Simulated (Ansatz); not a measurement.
# PrFe2Sn2, from a guessed structure to a relaxed one

This structure for PrFe2Sn2 is made up. Its elements were placed in a known structure type with a cell scaled to their sizes. What cell does the guess relax to, and how far off was it?

Calculated with Ansatz 0.2.0; DFT, PBE, plane-wave PAW, default files, scalar-relativistic, ferromagnetic start, cell and ions relaxed at zero pressure.

In doubt: a part-filled 4f shell, where there is one, can sit in one of many states, so energies may not be the lowest and differences between runs may mislead; derivatives with an open 4f shell can jump between states, which bears on forces and vibrations.

## 1. The starting structure

It takes space group I4/mmm (No. 139, tetragonal). Conventional cell: a = 4.333 Å, b = 4.333 Å, c = 11.058 Å, α = 90.00°, β = 90.00°, γ = 90.00°. Pr has 8 Sn at 3.39 Å and 8 Fe at 3.51 Å nearest. Nearest to Sn lie 4 Fe at 2.53 Å and 1 Sn at 2.90 Å and 4 Pr at 3.39 Å. Nearest to Fe lie 4 Sn at 2.53 Å and 4 Fe at 3.06 Å and 4 Pr at 3.51 Å. Farther neighbours are not listed.

## 2. Relaxation of the guess

The guessed cell has no reason to be at equilibrium. It is relaxed with the atoms, within the space group of the guess.

File input.yaml:

```yaml
crystal:
  lattice:
    - [-2.1665, 2.1665, 5.529]
    - [2.1665, -2.1665, 5.529]
    - [2.1665, 2.1665, -5.529]
  atoms:
    - { symbol: Pr, position: [0.0, 0.0, 0.0], spin: 2.0 }
    - { symbol: Sn, position: [0.6312, 0.6312, 0.0] }
    - { symbol: Sn, position: [0.3688, 0.3688, 0.0] }
    - { symbol: Fe, position: [0.25, 0.75, 0.5], spin: 3.0 }
    - { symbol: Fe, position: [0.75, 0.25, 0.5], spin: 3.0 }
magnetization:
  spin_polarized: true
kpoints:
  mp_grid: { grid: [9, 9, 9] }
scf:
  occupations: { method: fermi_dirac, width: 0.05 }
hamiltonian:
  xc: pbe
  pseudopotentials: { kind: paw }
relax:
  f_tol: 0.015
  max_steps: 70
  cell: {}
output:
  forces: true
  stress: true
```

Started as:

```bash
$ ansatz run input.yaml --threads 4 --pin off --max-ram 10240MiB --backend cpu --events-out ev --progress --plain --runs-dir out
```

Numbers of over 12 decimals in the logs are rounded to 6 here.

The program printed:

```text
Warning: where an SCF of this run starts from atoms to list the orders of its open shells, Pr (site 0, from 0) starts with 2.02 μB on its 4f shell, in the place of the 2.00 μB that the deck gives it: an open f shell starts with all that it can hold by Hund's first rule. To start from spheres of the given moment, type scf.initial_density.shell_occupations: []
basis.fft_grid_basis auto: the FFT boxes are laid along the combinations [[1, 0, 1], [0, 1, 1], [0, 0, 1]] of the cell's own vectors, 4.333, 4.333 and 6.321 Å long. The dense box has 30×30×45 points. Along the cell's own vectors, as sized, it would have 45×45×45, 2.25 times as many. Of the 16 symmetry operations that the crystal satisfies within crystal.symmetry.tolerance (time reversal apart; of a slab, those that k [...]
Engine: ansatz 0.2.0, x86_64-unknown-linux-gnu
Pseudopotentials: kind: paw
Pseudopotential: Pr, paw, valence charge 13, recommended cutoff 420 eV (normal), Pr.paw.azcp
Pseudopotential: Sn, paw, valence charge 14, recommended cutoff 420 eV (normal), Sn.paw.azcp
Pseudopotential: Fe, paw, valence charge 16, recommended cutoff 420 eV (normal), Fe.paw.azcp
Functional definition: PBE
  parameter kappa = 0.804
  parameter beta = 0.066725
  exchange = pbe_x(kappa = kappa, mu = beta*pi^2/3)
  correlation = pbe_c(beta = beta)
Crystal: 5 atoms, lattice volume = 103.806 Å³
Basis set: ecut = 420 eV, 2011 PW (Γ), FFT grids on a1+a3, a2+a3, a3, exchange–correlation on 60×60×90 points (8 copies of the dense FFT grid, shifted against one another)
Bands: 49, of which v1, the nominal top of the filled ones, is band 37 counted from 1 (36 counted from 0)
Symmetry: 16 space group operations
Space group: I4/mmm (ITA 139), of the structure as read, at distance tolerance 4.7e-5 Å
Magnetic group: BNS 139.531 (UNI 1191), of the structure as read, at distance tolerance 4.7e-5 Å
k-points: 75 of 729
Non-local potential: Pr, projectors of the file, l = 0: 3, l = 1: 2, l = 2: 2, l = 3: 3
Non-local potential: Sn, projectors of the file, l = 0: 2, l = 1: 2, l = 2: 2, l = 3: 2
Non-local potential: Fe, projectors of the file, l = 0: 3, l = 1: 2, l = 2: 3, l = 3: 1
PAW form: soft (Blöchl's): semilocal exchange-correlation on the pseudo side does not see the compensation charge
PAW one-centre angular grid: Pr, 590 points (default); XC on 64 Gauss nodes
PAW one-centre angular grid: Sn, 590 points (default); XC on 64 Gauss nodes
PAW one-centre angular grid: Fe, 590 points (default); XC on 64 Gauss nodes
Initial density: superposition of atomic densities (chi_scale 0.1, normalization cell, long waves kept (reshape's long-wave potential 0.00 eV rms))
Starting moments: Σ|m| = 8 μB on 3 of 5 sites
Initial wavefunctions: pseudopotential atomic-orbital guess
Functional: x = pbe(κ = 0.804, μ = 0.219515), c = pbe(β = 0.066725)
SCF iter   1: F=—  HF=-27944.508574 eV  |F-HF|=—  |Δ(HF+E_count)|=         —  Δρ=4.81e-2 (↑4.58e-2 ↓4.81e-2)  dr2=9.44e0  dr2_m=4.88e-1  M=7.703 μB ∫|m|=8.109 μB  β_m=0.30  ethr=3.10e-3  ⟨swp⟩=6.3  Hψ=27125  notcnv=0  defer=1
Mixer restart at iter 1: flushing history
preconditioner: auto → Kerker (q_TF=auto, 2.573 Å⁻¹)  [metal: Δε(μ)=0.001 eV  Ē_g=12.118 eV  σ=0.050 eV  W_gap=0.01  n_scr=32 (ndim 8)  ℏωp=27.0 eV  f_vac=0.000  D(μ)=20.81/eV (n_scr^D=378)]
spin=Collinear: Kerker preconditioning applied to the charge; magnetization (m = ρ↑ − ρ↓) channel mixes plain (no charge-response kernel on spin).
SCF iter   2: F=—  HF=-27942.839468 eV  |F-HF|=—  |Δ(HF+E_count)|=    1.67e0  Δρ=2.17e-2 (↑2.17e-2 ↓2.07e-2)  dr2=1.71e0  dr2_m=2.56e-1  M=7.672 μB ∫|m|=8.062 μB  β_m=0.37  ethr=3.10e-3  ⟨swp⟩=3.0  Hψ=12778  notcnv=0  defer=250
SCF iter   3: F=—  HF=-27943.372691 eV  |F-HF|=—  |Δ(HF+E_count)|=   5.33e-1  Δρ=1.41e-2 (↑1.41e-2 ↓1.14e-2)  dr2=4.65e-1  dr2_m=8.66e-2  M=7.574 μB ∫|m|=7.981 μB  β_m=0.56  ethr=2.34e-3  ⟨swp⟩=2.7  Hψ=10482  notcnv=0  defer=249
SCF iter   4: F=—  HF=-27944.180517 eV  |F-HF|=—  |Δ(HF+E_count)|=   8.08e-1  Δρ=1.37e-2 (↑4.90e-3 ↓1.37e-2)  dr2=3.04e-1  dr2_m=5.32e-2  M=7.328 μB ∫|m|=7.787 μB  β_m=0.78  ethr=6.36e-4  ⟨swp⟩=3.6  Hψ=14694  notcnv=0  defer=248
SCF iter   5: F=—  HF=-27944.338901 eV  |F-HF|=—  |Δ(HF+E_count)|=   1.58e-1  Δρ=6.70e-3 (↑6.70e-3 ↓3.89e-3)  dr2=3.59e-2  dr2_m=2.12e-2  M=7.085 μB ∫|m|=7.582 μB  β_m=0.84  ethr=4.17e-4  ⟨swp⟩=3.3  Hψ=12775  notcnv=0  defer=215
SCF iter   6: F=—  HF=-27944.345132 eV  |F-HF|=—  |Δ(HF+E_count)|=         —  Δρ=5.47e-3 (↑5.47e-3 ↓2.17e-3)  dr2=1.15e-2  dr2_m=1.25e-2  M=6.938 μB ∫|m|=7.445 μB  β_m=0.84  ethr=4.91e-5  ⟨swp⟩=3.0  Hψ=13058  notcnv=0  defer=214
Mixer restart at iter 6: flushing history
SCF iter   7: F=—  HF=-27944.345113 eV  |F-HF|=—  |Δ(HF+E_count)|=   1.98e-5  Δρ=3.24e-3 (↑1.35e-3 ↓3.24e-3)  dr2=2.01e-2  dr2_m=1.13e-3  M=6.921 μB ∫|m|=7.418 μB  β_m=0.81  ethr=1.58e-5  ⟨swp⟩=2.0  Hψ=15045  notcnv=0  defer=214
SCF iter   8: F=—  HF=-27944.345209 eV  |F-HF|=—  |Δ(HF+E_count)|=   9.64e-5  Δρ=3.07e-3 (↑3.07e-3 ↓1.18e-3)  dr2=1.12e-2  dr2_m=9.99e-4  M=6.922 μB ∫|m|=7.424 μB  β_m=0.70  ethr=1.58e-5  ⟨swp⟩=2.1  Hψ=14535  notcnv=0  defer=214
SCF iter   9: F=—  HF=-27944.343509 eV  |F-HF|=—  |Δ(HF+E_count)|=   1.70e-3  Δρ=3.71e-4 (↑3.71e-4 ↓2.62e-4)  dr2=4.01e-4  dr2_m=3.47e-5  M=6.923 μB ∫|m|=7.420 μB  β_m=0.70  ethr=1.54e-5  ⟨swp⟩=2.1  Hψ=14623  notcnv=0  defer=216
SCF iter  10: F=—  HF=-27944.343590 eV  |F-HF|=—  |Δ(HF+E_count)|=   8.06e-5  Δρ=2.01e-4 (↑2.01e-4 ↓1.61e-4)  dr2=5.49e-5  dr2_m=1.97e-5  M=6.927 μB ∫|m|=7.424 μB  β_m=0.85  ethr=5.49e-7  ⟨swp⟩=2.0  Hψ=13175  notcnv=0  defer=215
SCF iter  11: F=—  HF=-27944.348757 eV  |F-HF|=—  |Δ(HF+E_count)|=   5.17e-3  Δρ=1.77e-4 (↑1.51e-4 ↓1.77e-4)  dr2=8.42e-5  dr2_m=8.37e-6  M=6.935 μB ∫|m|=7.432 μB  β_m=0.85  ethr=7.52e-8  ⟨swp⟩=2.0  Hψ=11965  notcnv=0  defer=215
SCF iter  12: F=—  HF=-27944.348769 eV  |F-HF|=—  |Δ(HF+E_count)|=   1.23e-5  Δρ=1.39e-4 (↑3.68e-5 ↓1.39e-4)  dr2=2.22e-5  dr2_m=4.11e-6  M=6.937 μB ∫|m|=7.434 μB  β_m=0.93  ethr=7.52e-8  ⟨swp⟩=2.0  Hψ=12276  notcnv=0  defer=215
SCF iter  13: F=—  HF=-27944.348776 eV  |F-HF|=—  |Δ(HF+E_count)|=   6.06e-6  Δρ=3.64e-5 (↑2.08e-5 ↓3.64e-5)  dr2=9.70e-7  dr2_m=5.31e-7  M=6.936 μB ∫|m|=7.434 μB  β_m=0.96  ethr=3.05e-8  ⟨swp⟩=2.0  Hψ=8943  notcnv=0  defer=215
SCF iter  14: F=—  HF=-27959.394157 eV  |F-HF|=—  |Δ(HF+E_count)|=         —  Δρ=2.61e-1 (↑2.61e-1 ↓2.47e-1)  dr2=1.63e-1  dr2_m=6.13e1  M=-2.611 μB ∫|m|=7.029 μB  β_m=1.00  ethr=1.33e-9  ⟨swp⟩=2.0  Hψ=11942  notcnv=0  defer=215
Mixer restart at iter 14: flushing history
[...]
Mixer restart at iter 14: flushing history
SCF iter  15: F=—  HF=-27944.583769 eV  |F-HF|=—  |Δ(HF+E_count)|=         —  Δρ=2.67e-6 (↑2.67e-6 ↓4.05e-7)  dr2=4.70e-9  dr2_m=1.65e-9  M=-2.730 μB ∫|m|=7.898 μB  β_m=0.81  ethr=1.17e-12  ⟨swp⟩=5.5  Hψ=21803  notcnv=1
SCF iter  16: F=—  HF=-27944.583769 eV  |F-HF|=—  |Δ(HF+E_count)|=   1.83e-9  Δρ=1.38e-6 (↑6.80e-7 ↓1.38e-6)  dr2=1.93e-9  dr2_m=3.32e-10  M=-2.730 μB ∫|m|=7.898 μB  β_m=0.81  ethr=1.17e-12  ⟨swp⟩=2.2  Hψ=14325  notcnv=0
SCF iter  17: F=—  HF=-27945.515370 eV  |F-HF|=—  |Δ(HF+E_count)|=         —  Δρ=2.36e-2 (↑2.36e-2 ↓7.45e-4)  dr2=8.66e-2  dr2_m=1.40e-1  M=-2.815 μB ∫|m|=7.872 μB  β_m=1.00  ethr=1.17e-12  ⟨swp⟩=2.2  Hψ=13141  notcnv=0
Mixer restart at iter 17: flushing history
SCF iter  18: F=—  HF=-27944.507789 eV  |F-HF|=—  |Δ(HF+E_count)|=    1.01e0  Δρ=2.57e-3 (↑2.57e-3 ↓7.38e-4)  dr2=2.80e-3  dr2_m=1.67e-3  M=-2.810 μB ∫|m|=7.875 μB  β_m=0.81  ethr=6.85e-5  ⟨swp⟩=3.2  Hψ=14304  notcnv=0  defer=172
SCF iter  19: F=—  HF=-27944.509124 eV  |F-HF|=—  |Δ(HF+E_count)|=   1.33e-3  Δρ=9.91e-4 (↑9.91e-4 ↓2.85e-4)  dr2=6.62e-4  dr2_m=2.19e-4  M=-2.818 μB ∫|m|=7.866 μB  β_m=0.81  ethr=3.83e-6  ⟨swp⟩=2.1  Hψ=13427  notcnv=0  defer=172
SCF iter  20: F=—  HF=-27944.509718 eV  |F-HF|=—  |Δ(HF+E_count)|=         —  Δρ=4.01e-4 (↑4.01e-4 ↓3.11e-4)  dr2=8.57e-5  dr2_m=7.06e-5  M=-2.812 μB ∫|m|=7.862 μB  ethr=9.06e-7  ⟨swp⟩=2.0  Hψ=13541  notcnv=0  defer=169
Mixer restart at iter 20: flushing history
SCF iter  21: F=—  HF=-27944.583769 eV  |F-HF|=—  |Δ(HF+E_count)|=         —  Δρ=7.35e-6 (↑7.35e-6 ↓1.73e-6)  dr2=9.27e-8  dr2_m=1.17e-8  M=-2.730 μB ∫|m|=7.898 μB  β_m=0.81  ethr=1.17e-12  ⟨swp⟩=5.0  Hψ=21684  notcnv=0
SCF iter  22: F=—  HF=-27944.583769 eV  |F-HF|=—  |Δ(HF+E_count)|=   2.23e-8  Δρ=4.17e-6 (↑4.14e-6 ↓4.17e-6)  dr2=3.01e-8  dr2_m=6.64e-9  M=-2.730 μB ∫|m|=7.898 μB  β_m=0.64  ethr=1.17e-12  ⟨swp⟩=3.3  Hψ=18678  notcnv=0
SCF iter  23: F=—  HF=-27944.583769 eV  |F-HF|=—  |Δ(HF+E_count)|=   5.28e-9  Δρ=2.22e-6 (↑2.22e-6 ↓3.04e-7)  dr2=4.78e-9  dr2_m=1.35e-9  M=-2.730 μB ∫|m|=7.898 μB  β_m=0.67  ethr=1.17e-12  ⟨swp⟩=3.0  Hψ=15739  notcnv=0
SCF iter  24: F=—  HF=-27944.583769 eV  |F-HF|=—  |Δ(HF+E_count)|=   5.34e-9  Δρ=1.75e-6 (↑1.75e-6 ↓5.74e-7)  dr2=4.55e-9  dr2_m=6.69e-10  M=-2.730 μB ∫|m|=7.898 μB  β_m=0.84  ethr=1.17e-12  ⟨swp⟩=2.0  Hψ=11881  notcnv=0
SCF iter  25: F=—  HF=-27944.583769 eV  |F-HF|=—  |Δ(HF+E_count)|=   4.31e-9  Δρ=1.54e-6 (↑1.54e-6 ↓5.63e-8)  dr2=3.75e-9  dr2_m=5.80e-10  M=-2.730 μB ∫|m|=7.898 μB  β_m=0.92  ethr=1.17e-12  ⟨swp⟩=2.0  Hψ=12680  notcnv=0
SCF iter  26: F=—  HF=-27944.583769 eV  |F-HF|=—  |Δ(HF+E_count)|=   2.92e-9  Δρ=1.01e-6 (↑1.01e-6 ↓5.07e-8)  dr2=1.85e-9  dr2_m=2.43e-10  M=-2.730 μB ∫|m|=7.898 μB  β_m=0.96  ethr=1.17e-12  ⟨swp⟩=2.1  Hψ=11892  notcnv=0
SCF iter  27: F=—  HF=-27944.583769 eV  |F-HF|=—  |Δ(HF+E_count)|=   1.86e-9  Δρ=4.57e-7 (↑4.57e-7 ↓8.31e-8)  dr2=3.66e-10  dr2_m=4.81e-11  M=-2.730 μB ∫|m|=7.898 μB  β_m=0.98  ethr=1.17e-12  ⟨swp⟩=2.3  Hψ=11926  notcnv=0
SCF iter  28: F=—  HF=-27944.583769 eV  |F-HF|=—  |Δ(HF+E_count)|=  3.86e-10  Δρ=1.79e-7 (↑1.79e-7 ↓6.53e-8)  dr2=5.33e-11  dr2_m=7.73e-12  M=-2.730 μB ∫|m|=7.898 μB  β_m=0.99  ethr=1.00e-12  ⟨swp⟩=2.0  Hψ=11734  notcnv=0
SCF iter  29: F=—  HF=-27944.583769 eV  |F-HF|=—  |Δ(HF+E_count)|=  3.64e-12  Δρ=1.67e-7 (↑1.67e-7 ↓2.17e-8)  dr2=4.89e-11  dr2_m=6.53e-12  M=-2.730 μB ∫|m|=7.898 μB  β_m=0.99  ethr=1.00e-12  ⟨swp⟩=2.0  Hψ=11794  notcnv=0
SCF iter  30: F=—  HF=-27944.583769 eV  |F-HF|=—  |Δ(HF+E_count)|=  4.73e-11  Δρ=7.23e-8 (↑7.23e-8 ↓1.15e-8)  dr2=9.82e-12  dr2_m=1.17e-12  M=-2.730 μB ∫|m|=7.898 μB  β_m=1.00  ethr=1.00e-12  ⟨swp⟩=1.6  Hψ=7536  notcnv=0
SCF iter  31: F=—  HF=-27944.583769 eV  |F-HF|=—  |Δ(HF+E_count)|=  1.46e-11  Δρ=7.67e-9 (↑7.67e-9 ↓1.90e-9)  dr2=1.39e-13  dr2_m=1.23e-14  M=-2.730 μB ∫|m|=7.898 μB  β_m=1.00  ethr=1.00e-12  ⟨swp⟩=1.0  Hψ=7355  notcnv=0
SCF iter  32: F=-27944.583769 eV  HF=-27944.583769 eV  |F-HF|=5.46e-11  |Δ(HF+E_count)|=    0.00e0  Δρ=1.72e-7 (↑1.72e-7 ↓1.35e-8)  dr2=4.73e-11  dr2_m=6.94e-12  M=-2.730 μB ∫|m|=7.898 μB  ethr=1.00e-12  ⟨swp⟩=2.4  Hψ=18020  notcnv=0
the starting moments were not kept: 2 of 3 ended reversed and 1 kept their direction, counting a site from 0.1 μB. The largest reversed, site 3 (counted from 0, in the order of the report's site_moments_mub), started with +3.0 μB and closes at -2.6e0 μB in its sphere.
SCF 8 converged in 32 iterations: F = -27944.583769 eV  dr2 = 4.73e-11
relax step   8: F+E_penalty+E_count = -27944.58376877 eV  Δ(F+E_penalty+E_count) = +6.527e-6 eV  max|allowed force component| = 1.222e-3 eV/Å  Δτ_max = 0.0000 Å  P = +0.011 GPa  Ω = 107.662 Å³  stress off target by 1.23e-2 GPa  SCF on the basis re-selected at this cell (its energy is not comparable with the rows above)  (32 SCF iters)
basis re-selected at this cell: Δ(F+E_penalty+E_count) = +6.527e-6 eV, ΔP = +0.000 GPa vs the last step (what re-selecting the basis moved, of the pressure what is left beyond the Pulay correction that the steps carried, after the strain that the cell walked since its last selection, with what the two solves' SCF thresholds leave and, on support functions, any second-order correction that the steps lacked; it is no m [...]
SCF converged after 32 iterations
Magnetization: -2.7304 μB (35.1348 up, 37.8652 down)
Absolute magnetization: 7.9052 μB (∫|ρ↑−ρ↓|, with the PAW one-centre terms)
Spin contamination: 2.4821 ħ² per cell (⟨S²⟩ above its minimum at these occupations)
Per-site moments (μB) at R_I (Å): [(2.214872, 1.389904), (0.031592, 1.075028), (0.031592, 1.075028), (-2.594693, 1.075028), (-2.594693, 1.075028)]
Free energy (F): -27944.583769 eV
Harris-Foulkes:  -27944.583769 eV  (|F-HF|=5.46e-11)
Internal energy: -27944.497192 eV  (E = F + TS)
E sigma→0 (E₀):  -27944.540480 eV
Entropy (-TS):   -0.086577 eV (-17.315 meV/atom)
Fermi energy:    13.105189 eV
--- Per-component energies (eV) ---
  E_band       = -699.168770
  E_kinetic    = 1412.046642
  E_local      = -8161.637598  (includes V_loc(G=0)·N_el)
  E_nonlocal   = 450.786829
  E_hartree    = 3832.177897
  E_xc         = -1219.654179
  E_vxc        = -735.294260  (∫ρ·V_xc dr)
  E_paw        = -16661.958514  (= ΣΔE_a)
  E_vpaw       = -1329.427741  (= ΣTr[D̂ρ^β])
  E_aug_tail   = 0.001811  (compensation charges beyond the density's cutoff)
  E_ewald      = -7596.260079
  E_smearing   = -0.086577  (= −TS)
  E_closure    = 0.000000  (closes the sum)
  Σ components = -27944.583769   (vs F -27944.583769, Δ=0.00e0)
--- Forces (eV/Å), atoms counted from 1 ---
  atom   1  Pr     0.00000000     0.00000000     0.00000000
  atom   2  Sn     0.00000000    -0.00000000     0.00122192
  atom   3  Sn     0.00000000    -0.00000000    -0.00122192
  atom   4  Fe     0.00000000     0.00000000     0.00000000
  atom   5  Fe    -0.00000000     0.00000000     0.00000000
  max |Σ_I F_I| component: 6.94e-18 eV/Å
--- Stress (GPa, compression-positive) ---
        0.012284       0.000000       0.000000
        0.000000       0.012284       0.000000
        0.000000       0.000000       0.007617
  P = ⅓ Tr σ = 0.0107 GPa (0.107 kbar)
--- Relaxed structure (6 steps of the walk, 6 accepted, 2 SCFs on fresh bases) ---
  F+E_penalty+E_count = -27944.58376877 eV   max|allowed force component| = 1.222e-3 eV/Å   (the final SCF, on the basis selected at the relaxed cell)
  cell:  # Å, volume = 107.6623 Å³
    - [-2.157664, 2.157664, 5.781443]
    - [2.157664, -2.157664, 5.781443]
    - [2.157664, 2.157664, -5.781443]
  atoms:
    - { symbol: Pr, position: [3.294374479608695e-19, 3.294374479608695e-19, 0] }
    - { symbol: Sn, position: [0.623592, 0.623592, 0] }
    - { symbol: Sn, position: [0.376408, 0.376408, 0] }
    - { symbol: Fe, position: [0.25, 0.75, 0.5] }
    - { symbol: Fe, position: [0.75, 0.25, 0.5] }
```

Elapsed: 4.5 min, on 4 threads of Intel Xeon Platinum 8259CL at 2.50GHz (Skylake/Cascade Lake), shared host; peak memory 1.2 GiB.

Relaxation path:

```csv
step,energy less that of the first step (eV),largest force component (eV/Å),pressure (GPa),volume (Å³)
1,0.0000,0.6798,3.46,103.81
2,-0.0711,0.0317,0.61,107.07
3,-0.0873,0.0687,-0.32,108.39
4,-0.0951,0.0821,-0.17,107.86
5,-0.0958,0.0048,-0.01,107.69
6*,-0.0980,0.0042,0.01,107.69
7,-0.0980,0.0012,0.01,107.66
8*,-0.0980,0.0012,0.01,107.66
```

Relaxation steps marked * repeat the geometry before them on a plane-wave basis chosen anew for their cell, so energy and pressure can jump there.

The run keeps the 16 symmetry operations that it works with, so distortions that break them were not tested.

```csv
"conventional cell, symmetrised",before,after,change
a (Å),4.333,4.315,-0.4 %
b (Å),4.333,4.315,-0.4 %
c (Å),11.058,11.563,+4.6 %
volume (Å³/atom),20.76,21.53,+3.7 %
```

The atoms that moved most (Å, as changes of fractional coordinates times the final cell):

```csv
atom,dx,dy,dz,length
Sn2,0.000,0.000,-0.088,0.088
Sn3,0.000,0.000,0.088,0.088
```

The relaxed structure:

```
Pr Sn Fe
1.0
    -2.15766    2.15766    5.78144
     2.15766   -2.15766    5.78144
     2.15766    2.15766   -5.78144
Pr Sn Fe
1 2 2
Direct
  0.00000 0.00000 0.00000
  0.62359 0.62359 0.00000
  0.37641 0.37641 0.00000
  0.25000 0.75000 0.50000
  0.75000 0.25000 0.50000
```

This step gave:

* free energy: -27944.5838 eV
* energy at zero smearing: -27944.5405 eV
* smearing term TS: 0.08658 eV
* Fermi energy: 13.11 eV
* magnetization: -2.730 μB
* absolute magnetization: 7.905 μB
* site moments: 2.215, 0.03159, 0.03159, -2.595, -2.595 μB
* electrons: 73
* symmetry operations: 16
* pressure: 0.01073 GPa

Site moment by atom:

```csv
atom,site moment (μB)
Pr1,2.21
Sn2,0.03
Sn3,0.03
Fe4,-2.59
Fe5,-2.59
```

Shortest distances by pair of elements, guess and relaxed (not always the same contact):

```csv
pair,guess (Å),relaxed (Å)
Fe–Sn,2.534,2.606
Sn–Sn,2.902,2.858
Fe–Fe,3.064,3.051
Pr–Sn,3.390,3.369
Fe–Pr,3.512,3.607
```

The relaxation ends with a largest force component of 0.0012 eV/Å and a pressure of 0.01 GPa.

## 3. Outcome

| Item | Value |
| --- | --- |
| space group, relaxed | I4/mmm |
| conventional cell | a = 4.315, b = 4.315, c = 11.563 Å; α = 90.0°, β = 90.0°, γ = 90.0° |
| volume per atom | 21.53 Å³ (guess 20.76) |
| total moment | 2.73 μB in the cell of 5 atoms |

What this shows: PrFe2Sn2 relaxes to I4/mmm with a = 4.315, b = 4.315 and c = 11.563 Å. The guessed volume was 4 % too small. The space group I4/mmm was held in the relaxation, so the end point is a stationary structure within it and may be a saddle against distortions or other arrangements. The input starts from parallel moments, and no other start was typed; the run left that order, and the end state is ferrimagnetic. The f shell may be open and has no Hubbard U, so its place in energy and the volume are uncertain. The electronic state may lie above the lowest one. Mesh and cutoff weren't tested. Spin-orbit coupling is left out, which can matter for elements this heavy. No dispersion term is used, so weakly bound directions may come out too long. Nothing here tests whether the compound is stable against decomposition.

[Logs are printed without paths, hosts, clocks, repeated set-up lines and the standing remarks that a program may print on its own settings, such as how far it seeks lower states.]

[Hosts, paths, dates, database ids (printed as entryN), source tags and the programs' standing remarks are cut or masked in the printed files.]
